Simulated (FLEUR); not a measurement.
# MnO2 (Pyrolusite): parallel and opposed starts, part 3 of 3

A self-consistent run ends on one state, which hangs on the start. Several orders of MnO2 (Pyrolusite) are started in FLEUR and their energies compared.

FLEUR MaX-R8.1; PBE; all-electron FLAPW, Dirac cores, scalar-relativistic bands.

So far, largest spin moment in the muffin-tin sphere (μB): step 2 (run 1 (ferro ++)) 2.69; step 3 (run 2 (antiferro +-)) 2.50.

### 5. Another try

An input with a fault is tried, to see how the program answers.

File inp.xml:

```
<?xml version="1.0" encoding="UTF-8" standalone="no"?>
<fleurInput fleurInputVersion="0.39">
   <comment>
      MnO2
   </comment>
   <calculationSetup>
      <cutoffs Kmax="4.4" Gmax="13.2" GmaxXC="13.2" numbands="0"/>
      <scfLoop itmax="75" minDistance="0.00002" maxIterBroyd="15" imix="Anderson" alpha="0.05" precondParam="0.0" spinf="2.0" sdNocoIR="T"/>
      <coreElectrons ctail="T" frcor="F" kcrel="0" coretail_lmax="0"/>
      <xcFunctional name="pbe" relativisticCorrections="F"/>
      <magnetism jspins="2"/>
      <soc l_soc="F" theta="0.0" phi="0.0" spav="F"/>
      <expertModes spex="0" secvar="F"/>
      <geometryOptimization l_f="F" forcealpha="1.0" forcemix="BFGS" epsdisp="0.00001" epsforce="0.00001"/>
      <ldaU l_linMix="F" mixParam="0.05" spinf="1.0"/>
   
   <cell>
      <bzIntegration valenceElectrons="54.0" mode="hist" fermiSmearingEnergy="0.00183747">
         <kPointListSelection listName="default-1"/>
         <xi:include xmlns:xi="http://www.w3.org/2001/XInclude" href="kpts.xml"> </xi:include>
      </bzIntegration>
      <xi:include xmlns:xi="http://www.w3.org/2001/XInclude" href="sym.xml"> </xi:include>
      <bulkLattice scale="1.0">
         <bravaisMatrix>
            <row-1>    8.3115824138281784     0.0000000000000000     0.0000000000000000</row-1>
            <row-2>    0.0000000000000000     8.3115824138281784     0.0000000000000000</row-2>
            <row-3>    0.0000000000000000     0.0000000000000000     5.4291831559758004</row-3>
         </bravaisMatrix>
      </bulkLattice>
   </cell>
   <atomSpecies>
      <species name="Manganese 4.500" element="Mn" atomicNumber="25">
         <mtSphere radius="2.21" gridPoints="731" logIncrement="0.017"/>
         <atomicCutoffs lmax="8" lnonsphr="6"/>
         <electronConfig flipSpins="F">
            <coreConfig>(1s1/2) (2s1/2) (2p1/2) (2p3/2)</coreConfig>
            <valenceConfig>(3s1/2) (3p1/2) (3p3/2) (4s1/2) (3d3/2) (3d5/2)</valenceConfig>
            <stateOccupation state="(3d3/2)" spinUp="1.75" spinDown="0.25"/>
            <stateOccupation state="(3d5/2)" spinUp="3.0" spinDown="0.0"/>
         </electronConfig>
         <energyParameters s="4" p="4" d="3" f="4"/>
         <lo type="SCLO" l="0" n="3" eDeriv="0"/>
         <lo type="SCLO" l="1" n="3" eDeriv="0"/>
      </species>
      <species name="Oxygen (O)" element="O" atomicNumber="8">
         <mtSphere radius="1.25" gridPoints="415" logIncrement="0.025"/>
         <atomicCutoffs lmax="6" lnonsphr="4"/>
         <electronConfig flipSpins="F">
            <coreConfig>(1s1/2)</coreConfig>
            <valenceConfig>(2s1/2) (2p1/2) (2p3/2)</valenceConfig>
            <stateOccupation state="(2p1/2)" spinUp="0.666667" spinDown="0.666667"/>
            <stateOccupation state="(2p3/2)" spinUp="1.333333" spinDown="1.333333"/>
         </electronConfig>
         <energyParameters s="2" p="2" d="3" f="4"/>
      </species>
   </atomSpecies>
   <atomGroups>
      <atomGroup species="Manganese 4.500">
         <relPos label="                   1">.0000000000 .0000000000 .0000000000</relPos>
         <relPos label="                   2">1.000/2.000 1.000/2.000 1.000/2.000</relPos>
         <force calculate="T" relaxXYZ="TTT"/>
      </atomGroup>
      <atomGroup species="Oxygen (O)">
         <relPos label="                   3">.3051500000 .3051500000 .0000000000</relPos>
         <relPos label="                   4">.1948500000 -.1948500000 1.000/2.000</relPos>
         <relPos label="                   5">-.3051500000 -.3051500000 .0000000000</relPos>
         <relPos label="                   6">-.1948500000 .1948500000 1.000/2.000</relPos>
         <force calculate="T" relaxXYZ="TTT"/>
      </atomGroup>
   </atomGroups>
   <output dos="F" band="F" slice="F">
      <bandDOS minEnergy="-.5*Htr" maxEnergy="0.5*Htr" sigma="0.015" storeEVData="T"/>
      <plotting iplot="0" polar="F">
         <plot TwoD="T" vec1="  1.0  0.0  0.0" vec2="  0.0  1.0  0.0" vec3="  0.0  0.0  1.0" zero="  0.0  0.0  0.0" file="plot"/>
      </plotting>
      <moessbauerParams electricFieldGradient="F" isomerShift="F" coreHyperfine="F" valenceHyperfine="F"/>
   </output>
</fleurInput>
```

File crystal.txt:

```
MnO2
&input film=F cartesian=F /
4.39830000000  0.00000000000  0.00000000000
0.00000000000  4.39830000000  0.00000000000
0.00000000000  0.00000000000  2.87300000000
1.8897261246
1.0 1.0 1.0

6
25 0.00000000000  0.00000000000  0.00000000000 : 4.500
25 0.50000000000  0.50000000000  0.50000000000 : 4.500
8 0.30515000000  0.30515000000  0.00000000000
8 0.19485000000  0.80515000000  0.50000000000
8 0.69485000000  0.69485000000  0.00000000000
8 0.80515000000  0.19485000000  0.50000000000

&kpt div1=8 div2=8 div3=8 gamma=T /
```

The run is started by

```
OMP_NUM_THREADS=1 inpgen -f crystal.txt > inpgen.log  # inp.xml is then edited as shown
OMP_NUM_THREADS=1 mpirun -n 4 fleur_MPI > fleur.log
```

The program printed:

```text
Welcome to FLEUR        (www.flapw.de)
      MaX-Release 8.1          (www.max-centre.eu)
inp.xml:80: parser error : Opening and ending tag mismatch: calculationSetup line 6 and fleurInput
</fleurInput>
             ^
Failed to parse xml file inp.xml
**************FLEUR-Error*****************
Error message: XML document file not parsable: inp.xml
Error occurred in subroutine: xmlParseDoc
Hint: If there are no details listed above this message use 'xmllint --xinclude inp.xml'
Error from PE:0/4
*****************************************

Memory (rank 0): 0.027 GB (peak 0.023 GB)
```

It took 3.1 s on 4 MPI ranks of Intel Xeon Platinum 8488C (Sapphire Rapids), shared host; peak memory 0.22 GiB.

The program refused the input before any cycle.

The program's message: “XML document file not parsable: inp.xml”

The fault in the input: a tag that isn't closed.

The file must be well-formed XML.

### 6. The states side by side

Free energies are divided by the number of seeded atoms.

Orders:

```csv
start,final state,typed order kept,energy over the lowest (meV a seeded atom),largest sphere moment (μB),net moment (μB a primitive cell),mesh matched,CPU time (s)
ferro ++,ferromagnetic,yes,119,2.687,5.991,yes,361.7
antiferro +-,antiferromagnetic,yes,0,2.496,0,yes,552.9
no spin polarisation,non-magnetic,-,733.1,0,0,yes,176.8
```

### 7. Spin–orbit coupling, moments along [001]

Spin–orbit coupling ties the spins to the lattice and lets orbital moments form.

A new self-consistent run of the start antiferro +-, with the moments along z.

File inp.xml:

```
<?xml version="1.0" encoding="UTF-8" standalone="no"?>
<fleurInput fleurInputVersion="0.39">
   <comment>
      MnO2
   </comment>
   <calculationSetup>
      <cutoffs Kmax="4.4" Gmax="13.2" GmaxXC="13.2" numbands="174"/>
      <scfLoop itmax="90" minDistance="0.00002" maxIterBroyd="15" imix="Anderson" alpha="0.05" precondParam="0.0" spinf="2.0" sdNocoIR="T"/>
      <coreElectrons ctail="T" frcor="F" kcrel="0" coretail_lmax="0"/>
      <xcFunctional name="pbe" relativisticCorrections="F"/>
      <magnetism jspins="2"/>
      <soc l_soc="T" theta="0.0" phi="0.0" spav="F"/>
      <expertModes spex="0" secvar="F"/>
      <geometryOptimization l_f="F" forcealpha="1.0" forcemix="BFGS" epsdisp="0.00001" epsforce="0.00001"/>
      <ldaU l_linMix="F" mixParam="0.05" spinf="1.0"/>
   </calculationSetup>
   <cell>
      <bzIntegration valenceElectrons="54.0" mode="hist" fermiSmearingEnergy="0.00183747">
         <kPointListSelection listName="default-1"/>
         <xi:include xmlns:xi="http://www.w3.org/2001/XInclude" href="kpts.xml"> </xi:include>
      </bzIntegration>
      <xi:include xmlns:xi="http://www.w3.org/2001/XInclude" href="sym.xml"> </xi:include>
      <bulkLattice scale="1.0">
         <bravaisMatrix>
            <row-1>    8.3115824138281784     0.0000000000000000     0.0000000000000000</row-1>
            <row-2>    0.0000000000000000     8.3115824138281784     0.0000000000000000</row-2>
            <row-3>    0.0000000000000000     0.0000000000000000     5.4291831559758004</row-3>
         </bravaisMatrix>
      </bulkLattice>
   </cell>
   <atomSpecies>
      <species name="Manganese 4.500" element="Mn" atomicNumber="25">
         <mtSphere radius="2.21" gridPoints="731" logIncrement="0.017"/>
         <atomicCutoffs lmax="8" lnonsphr="6"/>
         <electronConfig flipSpins="F">
            <coreConfig>(1s1/2) (2s1/2) (2p1/2) (2p3/2)</coreConfig>
            <valenceConfig>(3s1/2) (3p1/2) (3p3/2) (4s1/2) (3d3/2) (3d5/2)</valenceConfig>
            <stateOccupation state="(3d3/2)" spinUp="1.75" spinDown="0.25"/>
            <stateOccupation state="(3d5/2)" spinUp="3.0" spinDown="0.0"/>
         </electronConfig>
         <energyParameters s="4" p="4" d="3" f="4"/>
         <lo type="SCLO" l="0" n="3" eDeriv="0"/>
         <lo type="SCLO" l="1" n="3" eDeriv="0"/>
      </species>
      <species name="Manganese -4.500" element="Mn" atomicNumber="25">
         <mtSphere radius="2.21" gridPoints="731" logIncrement="0.017"/>
         <atomicCutoffs lmax="8" lnonsphr="6"/>
         <electronConfig flipSpins="F">
            <coreConfig>(1s1/2) (2s1/2) (2p1/2) (2p3/2)</coreConfig>
            <valenceConfig>(3s1/2) (3p1/2) (3p3/2) (4s1/2) (3d3/2) (3d5/2)</valenceConfig>
            <stateOccupation state="(3d3/2)" spinUp="0.25" spinDown="1.75"/>
            <stateOccupation state="(3d5/2)" spinUp="0.0" spinDown="3.0"/>
         </electronConfig>
         <energyParameters s="4" p="4" d="3" f="4"/>
         <lo type="SCLO" l="0" n="3" eDeriv="0"/>
         <lo type="SCLO" l="1" n="3" eDeriv="0"/>
      </species>
      <species name="Oxygen (O)" element="O" atomicNumber="8">
         <mtSphere radius="1.25" gridPoints="415" logIncrement="0.025"/>
         <atomicCutoffs lmax="6" lnonsphr="4"/>
         <electronConfig flipSpins="F">
            <coreConfig>(1s1/2)</coreConfig>
            <valenceConfig>(2s1/2) (2p1/2) (2p3/2)</valenceConfig>
            <stateOccupation state="(2p1/2)" spinUp="0.666667" spinDown="0.666667"/>
            <stateOccupation state="(2p3/2)" spinUp="1.333333" spinDown="1.333333"/>
         </electronConfig>
         <energyParameters s="2" p="2" d="3" f="4"/>
      </species>
   </atomSpecies>
   <atomGroups>
      <atomGroup species="Manganese 4.500">
         <relPos label="                   1">.0000000000 .0000000000 .0000000000</relPos>
         <force calculate="T" relaxXYZ="TTT"/>
      </atomGroup>
      <atomGroup species="Manganese -4.500">
         <relPos label="                   2">1.000/2.000 1.000/2.000 1.000/2.000</relPos>
         <force calculate="T" relaxXYZ="TTT"/>
      </atomGroup>
      <atomGroup species="Oxygen (O)">
         <relPos label="                   3">.3051500000 .3051500000 .0000000000</relPos>
         <relPos label="                   5">-.3051500000 -.3051500000 .0000000000</relPos>
         <force calculate="T" relaxXYZ="TTT"/>
      </atomGroup>
      <atomGroup species="Oxygen (O)">
         <relPos label="                   4">.1948500000 -.1948500000 1.000/2.000</relPos>
         <relPos label="                   6">-.1948500000 .1948500000 1.000/2.000</relPos>
         <force calculate="T" relaxXYZ="TTT"/>
      </atomGroup>
   </atomGroups>
   <output dos="F" band="F" slice="F">
      <bandDOS minEnergy="-.5*Htr" maxEnergy="0.5*Htr" sigma="0.015" storeEVData="T"/>
      <plotting iplot="0" polar="F">
         <plot TwoD="T" vec1="  1.0  0.0  0.0" vec2="  0.0  1.0  0.0" vec3="  0.0  0.0  1.0" zero="  0.0  0.0  0.0" file="plot"/>
      </plotting>
      <moessbauerParams electricFieldGradient="F" isomerShift="F" coreHyperfine="F" valenceHyperfine="F"/>
   </output>
</fleurInput>
```

File crystal.txt:

```
MnO2
&input film=F cartesian=F /
4.39830000000  0.00000000000  0.00000000000
0.00000000000  4.39830000000  0.00000000000
0.00000000000  0.00000000000  2.87300000000
1.8897261246
1.0 1.0 1.0

6
25 0.00000000000  0.00000000000  0.00000000000 : 4.500
25 0.50000000000  0.50000000000  0.50000000000 : -4.500
8 0.30515000000  0.30515000000  0.00000000000
8 0.19485000000  0.80515000000  0.50000000000
8 0.69485000000  0.69485000000  0.00000000000
8 0.80515000000  0.19485000000  0.50000000000

&soc 0.0000000 0.0000000 /
&kpt div1=8 div2=8 div3=8 gamma=T /
```

The program printed:

```text
[banner, memory and clock lines left out]
Welcome to FLEUR        (www.flapw.de)
      MaX-Release 8.1          (www.max-centre.eu)

 ========== k-point set info ==========
 Selected k-point list: default-1
 k-point list type: mesh
 0 x 0 x 0
 Number of k points: 172

 [... set-up left out ...]
 Iteration:     1   Distance:      43.83924407 me/bohr^3
 Iteration:     2   Distance:      35.89947317 me/bohr^3
 Iteration:     3   Distance:      27.02819673 me/bohr^3
 Iteration:     4   Distance:      29.97340859 me/bohr^3
 Iteration:     5   Distance:      16.80124543 me/bohr^3
 Iteration:     6   Distance:       9.73455104 me/bohr^3
 Iteration:     7   Distance:      13.12745261 me/bohr^3
 Iteration:     8   Distance:      14.11068843 me/bohr^3
 Iteration:     9   Distance:       5.86106654 me/bohr^3
 Iteration:    10   Distance:       2.74651495 me/bohr^3
 Iteration:    11   Distance:       1.67500133 me/bohr^3
 Iteration:    12   Distance:       1.56936426 me/bohr^3
 Iteration:    13   Distance:       0.40840221 me/bohr^3
 Iteration:    14   Distance:       0.32879370 me/bohr^3
[... lines left out ...]
 Iteration:    21   Distance:       0.00232544 me/bohr^3
 Iteration:    22   Distance:       0.00220482 me/bohr^3
 Iteration:    23   Distance:       0.00042675 me/bohr^3
 Iteration:    24   Distance:       0.00014171 me/bohr^3
 Iteration:    25   Distance:       0.00014886 me/bohr^3
 Iteration:    26   Distance:       0.00002547 me/bohr^3
 Iteration:    27   Distance:       0.00000615 me/bohr^3

 ********************************************************************
 Run finished successfully
 Stop message:
   all done
 ********************************************************************

--- out.xml (last complete iteration) ---
<iteration numberForCurrentRun="   27" overallNumber="   27">
         [... left out ...]
         <bandgap value="0.0015164393" units="eV"/>
         <sumValenceSingleParticleEnergies value="-28.6266710004" units="Htr"/>
         <FermiEnergy value="0.2684488799" units="Htr"/>
         [... left out ...]
         <magneticMomentsInMTSpheres units="muBohr">
            <globalMagMoment atomType="1" vec="0.00000   0.00000   2.49441"/>
            <globalMagMoment atomType="2" vec="0.00000   0.00000  -2.49441"/>
            <globalMagMoment atomType="3" vec="0.00000   0.00000  -0.04088"/>
            <globalMagMoment atomType="4" vec="0.00000   0.00000   0.04087"/>
         </magneticMomentsInMTSpheres>
         <orbitalMomentsInMTSpheres units="muBohr">
            <globalMagMoment atomType="1" vec="0.00000   0.00000  -0.02359"/>
            <globalMagMoment atomType="2" vec="0.00000   0.00000   0.02359"/>
            <globalMagMoment atomType="3" vec="0.00000   0.00000  -0.00010"/>
            <globalMagMoment atomType="4" vec="0.00000   0.00000   0.00010"/>
         </orbitalMomentsInMTSpheres>
         [... left out ...]
         <totalEnergy value="    -2618.2893870934" units="Htr">
            <sumOfEigenvalues value="    -1498.6068192919">
               <coreElectrons value="-1469.9801482915"/>
               <valenceElectrons value="-28.6266710004"/>
            </sumOfEigenvalues>
         [... left out ...]
            <freeEnergy value="-2618.2897155947"/>
            <extrapolationTo0K value="-2618.2895513441"/>
         </totalEnergy>
         <densityConvergence units="me/bohr^3">
            <chargeDensity spin="1" distance="0.0000037691"/>
            <chargeDensity spin="2" distance="0.0000038723"/>
            <overallChargeDensity distance="0.0000061502"/>
            <spinDensity distance="0.0000045361"/>
         </densityConvergence>
      </iteration>
```

The job ended after 17 min (4 MPI ranks; peak memory 1.5 GiB; 70 min of CPU time).

Spin moment in the muffin-tin sphere by atom:

| atom | spin moment in the muffin-tin sphere (μB) |
| --- | --- |
| Mn1 | 2.49 |
| Mn2 | -2.49 |
| O3 | -0.04 |
| O4 | 0.04 |
| O5 | -0.04 |
| O6 | 0.04 |

This step gave:

- free energy: -71247.2928 eV
- program's band gap on this mesh (in a metal only a level spacing): 0.001516 eV
- magnetization: 0 μB
- final state: antiferromagnetic
- orbital moment along the spin: -0.02359 μB

Orbital moment in the sphere, along the spin axis by atom:

```
atom  orbital moment in the sphere, along the spin axis (μB)
 Mn1                                                 -0.0236
 Mn2                                                  0.0236
  O3                                                 -0.0001
  O4                                                  0.0001
  O5                                                 -0.0001
  O6                                                  0.0001
```

### 8. Outcome

```yaml
lowest_state_found: antiferromagnetic (typed antiferro +-)
largest_site_spin_moment: 2.50 μB
next_finished_state: ferromagnetic, 119 meV a seeded atom higher
energy_gained_by_spin_polarisation: 733 meV a seeded atom
orbital_moment_on_the_atom_of_largest_spin_along_its_spin_spin_orbit_run: -0.0236 μB
```

What this shows: The lowest state found is antiferromagnetic, reached from the start antiferro +-, with moments up to 2.50 μB. The next finished state costs 119 meV a seeded atom. Forming the largest moments gains far more than ordering them, so they should outlast the ordering temperature. On the atom of largest spin the orbital moment is almost quenched. Only 3 starts were tried; other patterns of signs, canted and longer-period orders were not. Computed site moments are spin alone, inside the muffin-tin sphere; measured ones also hold the orbital part and what lies outside the sphere, and fluctuations can lower them.

Computed beside measured:

| quantity | measured | PBE |
| --- | --- | --- |
| moment (Mn) (μB) | 2.34 | 2.50 (+6.7 %) |

Measured values from arxiv:2401.02109 (2024).

**Verdict.** The moment is off by +6.7 %. No cell relaxation is part of this session.

[Logs and program files are shortened in this print: banners, set-up blocks, solver, clock and traceback lines can be left out without a mark of their own.]

[Logs are printed without paths, hosts, clocks, repeated set-up lines and the standing remarks that a program may print on its own settings, such as how far it seeks lower states.]

[Hosts, paths, dates, database ids (printed as entryN), source tags and the programs' standing remarks are cut or masked in the printed files.]

[Where a cell is said to come from a database of computed structures, the database is the Materials Project.]
